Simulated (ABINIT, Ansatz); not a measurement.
**NaAsF6 (R-3): one start, several treatments of the self-energy**

How much does the gap of NaAsF6 (R-3) depend on the approximation to the self-energy?

Method: PBEsol and many-body steps on it, plane waves, in ABINIT 10.8.3.

Most raw output is cut from this account.

**1. Set-up**

Symmetry: R-3, No. 148, trigonal system. Conventional cell: a = 5.097 Å, b = 5.097 Å, c = 14.122 Å, α = 90.00°, β = 90.00°, γ = 120.00°. Nearest to Na lie 6 F at 2.28 Å. Nearest to As lie 6 F at 1.74 Å. Nearest to F lie 1 As at 1.74 Å and 1 Na at 2.28 Å. Farther neighbours and most contacts between anions are not listed.

As a file:

```cif
data_structure
_symmetry_space_group_name_H-M 'R-3:H'
_symmetry_Int_Tables_number 148
_cell_length_a 5.0966
_cell_length_b 5.0966
_cell_length_c 14.1219
_cell_angle_alpha 90.000
_cell_angle_beta 90.000
_cell_angle_gamma 120.000
_cell_volume 317.68
loop_
_atom_site_label
_atom_site_type_symbol
_atom_site_symmetry_multiplicity
_atom_site_Wyckoff_symbol
_atom_site_fract_x
_atom_site_fract_y
_atom_site_fract_z
_atom_site_occupancy
Na1 Na 3 b 0.33333 0.66667 0.16667 1
As1 As 3 a 0.00000 0.00000 0.00000 1
F1 F 18 f 0.94806 0.61006 0.26193 1
```

The cell and positions are those that the Materials Project relaxed with its own functionals (PBE, PBE+U or r2SCAN), kept fixed.

**2. Empty states on the mesh, 2×2×2 mesh, 229 bands**

This step: ABINIT 10.8.3; DFT, PBEsol, plane waves, norm-conserving pseudopotentials.

The sums over transitions need many empty states on a uniform mesh; this step solves for them.

run.abi

```
acell 3*1.0 Angstrom
rprim 
  2.548317025914 1.471271520892 4.707294566700
  -2.548317025914 1.471271520892 4.707294566700
  0.000000000000 -2.942543041784 4.707294566700
ntypat 3
znucl 11 33 9
natom 8
typat 1 2 3 3 3 3 3 3
xred 
  0.500000000000 0.500000000000 0.500000000000
  -0.000000000000 0.000000000000 0.000000000000
  0.348130510000 0.076071740000 0.790012280000
  0.790012280000 0.348130510000 0.076071740000
  0.076071740000 0.790012280000 0.348130510000
  0.651869490000 0.923928260000 0.209987720000
  0.209987720000 0.651869490000 0.923928260000
  0.923928260000 0.209987720000 0.651869490000
pp_dirpath "pseudos"
pseudos "Na.upf, As.upf, F.upf"
ecut 44
ngkpt 2 2 2
nshiftk 1
shiftk 0 0 0
kptopt 1
chksymbreak 0
iscf -2
irdden 1
istwfk *1
nband 229
nbdbuf 20
tolwfr 1e-09
nstep 60
prtvol 0
indata_prefix "in"
outdata_prefix "out"
tmpdata_prefix "tmp"
```

Started as:

```console
$ OMP_NUM_THREADS=1 mpirun -n 4 abinit run.abi > log
```

Run time: 95 s. Hardware: 4 MPI ranks of Arm Neoverse V1, shared host; peak memory 0.52 GiB.

This step gave:

| Property | Result |
| --- | --- |
| gap | 5.618 eV |
| k of the valence top | 0.5, 0.5, 0 |
| k of the conduction bottom | 0, 0, 0 |
| least direct gap | 5.695 eV |
| k points computed | 4 |
| lowest point of the top converged band, above the valence top | 79.4621 eV |

On this mesh the gap is 5.618 eV.

The density comes from a self-consistent run that is not shown.

**3. Screening, 2×2×2 mesh, 107 bands, screening to 114.3 eV**

The RPA dielectric matrix is built and inverted for each q.

This step: RPA screening on PBEsol, plane waves, norm-conserving pseudopotentials.

run.abi, as its differences from that of step 2:

```diff
@@ -26,10 +26,11 @@
 chksymbreak 0
-iscf -2
-irdden 1
 istwfk *1
-nband 229
-nbdbuf 20
-tolwfr 1e-09
-nstep 60
-prtvol 0
+occopt 1
+irdwfk 1
+optdriver 3
+nband 107
+ecuteps 4.2
+inclvkb 2
+awtr 1
+symchi 1
 indata_prefix "in"
```

Elapsed: 46 s, on 4 MPI ranks; peak memory 2 GiB; 3.1 min of CPU time.

This step gave:

```yaml
eps_infinity_with_local_fields_on_this_mesh_along_the_program_s_q_direction: 1.859
the_same_without_local_fields: 2.064
plasma_frequency: 31.04 eV
plane_waves_in_the_screening_matrix: 297
```

Local fields lower ε∞ by 10 %. On a Γ-centred mesh this coarse the value itself is usually too large, while a short band sum pulls it down.

**4. G0W0, Godby-Needs plasmon pole**

The self-energy is evaluated for the states that the input lists, and the levels follow from it, in one-shot runs by the linearised quasiparticle equation.

This step: G0W0 on PBEsol, plane waves, norm-conserving pseudopotentials.

run.abi, as its differences from that of step 3:

```diff
@@ -29,8 +29,17 @@
 irdwfk 1
-optdriver 3
+optdriver 4
 nband 107
+gwcalctyp 0
+ecutsigx 44
+symsigma 1
+nkptgw 2
+kptgw 
+  0.5000000000 0.5000000000 0.0000000000
+  0.0000000000 0.0000000000 0.0000000000
+bdgw 
+  36 39
+  36 39
 ecuteps 4.2
-inclvkb 2
-awtr 1
-symchi 1
+irdscr 1
+ppmodel 1
 indata_prefix "in"
```

The job ended after 12 s (4 MPI ranks; peak memory 1.1 GiB).

Numbers from this step:

```yaml
g0w0_gap_on_the_points_computed: 10.65 eV
starting_gap_on_the_mesh: 5.618 eV
k_of_the_valence_top: 0.5, 0.5, 0
k_of_the_conduction_bottom: 0, 0, 0
z_at_the_valence_top: 0.828
z_at_the_conduction_bottom: 0.879
least_direct_g0w0_gap_on_the_computed_points: 10.74 eV
```

The gap on the mesh goes from 5.62 eV to 10.65 eV, a correction of +5.03 eV.

**5. G0W0, Engel-Farid plasmon pole**

run.abi, as its differences from that of step 4:

```diff
@@ -43,3 +43,3 @@
 irdscr 1
-ppmodel 1
+ppmodel 4
 indata_prefix "in"
```

Wall time 8.1 s (4 MPI ranks); peak memory 1.1 GiB.

Numbers from this step:

```
G0W0 gap on the points computed              : 10.73 eV
starting gap on the mesh                     : 5.618 eV
k of the valence top                         : 0.5, 0.5, 0
k of the conduction bottom                   : 0, 0, 0
Z at the valence top                         : 0.849
Z at the conduction bottom                   : 0.896
least direct G0W0 gap on the computed points : 10.83 eV
```

Against G0W0 in ABINIT (2×2×2 mesh, 107 bands, screening to 114.3 eV, Godby-Needs plasmon pole), the gap moves by +0.086 eV.

**6. G0W0, von der Linden-Horsch plasmon pole**

run.abi, as its differences from that of step 5:

```diff
@@ -43,3 +43,3 @@
 irdscr 1
-ppmodel 4
+ppmodel 3
 indata_prefix "in"
```

The job ended after 8.1 s (4 MPI ranks; peak memory 1.1 GiB; 32 s of CPU time).

This step gave:

```yaml
g0w0_gap_on_the_points_computed: 11.03 eV
starting_gap_on_the_mesh: 5.618 eV
k_of_the_valence_top: 0.5, 0.5, 0
k_of_the_conduction_bottom: 0, 0, 0
least_direct_g0w0_gap_on_the_computed_points: 11.14 eV
```

Against G0W0 in ABINIT (2×2×2 mesh, 107 bands, screening to 114.3 eV, Godby-Needs plasmon pole), the gap moves by +0.383 eV.

**7. One-shot Hartree-Fock**

This step: one-shot Hartree-Fock on PBEsol, plane waves, norm-conserving pseudopotentials.

run.abi, as its differences from that of step 6:

```diff
@@ -30,4 +30,4 @@
 optdriver 4
-nband 107
-gwcalctyp 0
+nband 41
+gwcalctyp 5
 ecutsigx 44
@@ -41,5 +41,4 @@
   36 39
-ecuteps 4.2
-irdscr 1
-ppmodel 3
+ixc_sigma 40
+fftgw 31
 indata_prefix "in"
```

Run time: 4.9 s. Hardware: 4 MPI ranks; peak memory 1.1 GiB; 19 s of CPU time.

Numbers from this step:

| Item | Value |
| --- | --- |
| quasiparticle gap on the points computed | 18.16 eV |
| starting gap on the mesh | 5.618 eV |
| k of the valence top | 0.5, 0.5, 0 |
| k of the conduction bottom | 0, 0, 0 |
| least direct quasiparticle gap on the computed points | 18.27 eV |

Against G0W0 in ABINIT (2×2×2 mesh, 107 bands, screening to 114.3 eV, Godby-Needs plasmon pole), the gap moves by +7.516 eV.

**8. Screening, 2×2×2 mesh, 107 bands, screening to 114.3 eV**

This step: RPA screening on PBEsol, plane waves, norm-conserving pseudopotentials.

run.abi, as its differences from that of step 7:

```diff
@@ -29,16 +29,14 @@
 irdwfk 1
-optdriver 4
-nband 41
-gwcalctyp 5
-ecutsigx 44
-symsigma 1
-nkptgw 2
-kptgw 
-  0.5000000000 0.5000000000 0.0000000000
-  0.0000000000 0.0000000000 0.0000000000
-bdgw 
-  36 39
-  36 39
-ixc_sigma 40
-fftgw 31
+optdriver 3
+nband 107
+ecuteps 4.2
+inclvkb 2
+awtr 1
+symchi 1
+gwcalctyp 2
+nfreqre 16
+freqremax 40 eV
+nfreqim 8
+spmeth 1
+nomegasf 120
 indata_prefix "in"
```

Run time: 53 s. Hardware: 4 MPI ranks; peak memory 2.7 GiB; 3.5 min of CPU time.

This step gave:

- ε∞ with local fields, on this mesh, along the program's q direction: 1.865
- the same without local fields: 2.074
- plasma frequency: 31.04 eV
- plane waves in the screening matrix: 297

**9. G0W0, contour deformation**

This step: G0W0 on PBEsol, plane waves, norm-conserving pseudopotentials.

run.abi, as its differences from that of step 8:

```diff
@@ -29,14 +29,16 @@
 irdwfk 1
-optdriver 3
+optdriver 4
 nband 107
+gwcalctyp 2
+ecutsigx 44
+symsigma 1
+nkptgw 2
+kptgw 
+  0.5000000000 0.5000000000 0.0000000000
+  0.0000000000 0.0000000000 0.0000000000
+bdgw 
+  36 39
+  36 39
 ecuteps 4.2
-inclvkb 2
-awtr 1
-symchi 1
-gwcalctyp 2
-nfreqre 16
-freqremax 40 eV
-nfreqim 8
-spmeth 1
-nomegasf 120
+irdscr 1
 indata_prefix "in"
```

It took 9.3 s on 4 MPI ranks; peak memory 1.4 GiB; 37 s of CPU time.

This step gave:

| Item | Value |
| --- | --- |
| G0W0 gap on the points computed | 10.57 eV |
| starting gap on the mesh | 5.618 eV |
| k of the valence top | 0.5, 0.5, 0 |
| k of the conduction bottom | 0, 0, 0 |
| least direct G0W0 gap on the computed points | 10.67 eV |

Against G0W0 in ABINIT (2×2×2 mesh, 107 bands, screening to 114.3 eV, Godby-Needs plasmon pole), the gap moves by −0.076 eV.

**10. Side by side**

Times are wall times on 4 MPI ranks of Arm Neoverse V1, shared host, good to a factor of about two. A run's time includes the screening step that it read.

| run | mesh | bands | screening cutoff (eV) | DFT gap (eV) | gap on the mesh (eV) | direct (eV) | ε∞ used | time |
| --- | --- | --- | --- | --- | --- | --- | --- | --- |
| G0W0, Godby-Needs plasmon pole | 2×2×2 | 107 | 114.3 | 5.618 | 10.648 | 10.744 | 1.86 | 58 s |
| G0W0, Engel-Farid plasmon pole | 2×2×2 | 107 | 114.3 | 5.618 | 10.734 | 10.833 | 1.86 | 54 s |
| G0W0, von der Linden-Horsch plasmon pole | 2×2×2 | 107 | 114.3 | 5.618 | 11.031 | 11.136 | 1.86 | 54 s |
| one-shot Hartree-Fock | 2×2×2 | - | - | 5.618 | 18.164 | 18.266 | - | 4.9 s |
| G0W0, contour deformation | 2×2×2 | 107 | 114.3 | 5.618 | 10.572 | 10.666 | 1.86 | 62 s |

**11. What came out**

```json
{"G0W0, Godby-Needs plasmon pole": "10.648 eV", "G0W0, Engel-Farid plasmon pole": "10.734 eV", "G0W0, von der Linden-Horsch plasmon pole": "11.031 eV", "one-shot Hartree-Fock": "18.164 eV", "G0W0, contour deformation": "10.572 eV", "known limits": "not at the basis limit; no spin-orbit coupling; coarse k mesh"}
```

What this shows: G0W0, Engel-Farid plasmon pole: +0.086 eV against G0W0, Godby-Needs plasmon pole. G0W0, von der Linden-Horsch plasmon pole: +0.383 eV against G0W0, Godby-Needs plasmon pole. One-shot Hartree-Fock: +7.516 eV against G0W0, Godby-Needs plasmon pole. G0W0, contour deformation: −0.076 eV against G0W0, Godby-Needs plasmon pole. Bare exchange alone opens the gap to 18.16 eV; against G0W0, correlation takes back 7.52 eV. Bands and cutoff are finite, so the gap is not at the basis limit. The miss can reach some tenths of an eV and take either sign; the mesh is an error of its own. In the G0W0 runs levels were corrected at 2 k points alone, so a gap called «on the mesh» is the least over those, and an edge elsewhere would be missed. The 2×2×2 mesh is coarse for this cell, which bears on the long-range parts of exchange and screening. The many-body steps are scalar-relativistic: spin-orbit coupling is not in them.

[Paths, hosts, dates, memory and timing lines, banners, echoed tables and standing remarks are left out of the program output.]

[Logs are printed without paths, hosts, clocks, repeated set-up lines and the standing remarks that a program may print on its own settings, such as how far it seeks lower states.]

[Runs of the session that timed out or met a known fault of the program may be left out.]

[Hosts, paths, dates, database ids (printed as entryN), source tags and the programs' standing remarks are cut or masked in the printed files.]

[G0W0 gaps are taken among the corrected bands and points alone; a level outside them can change the order at an edge.]

[Where Ansatz stands beside ABINIT at settings called matched, ABINIT's density can come from a denser mesh and the files from another edition; pairs whose starting gaps differed by over 0.03 eV were left out, so agreement reads better than it is.]
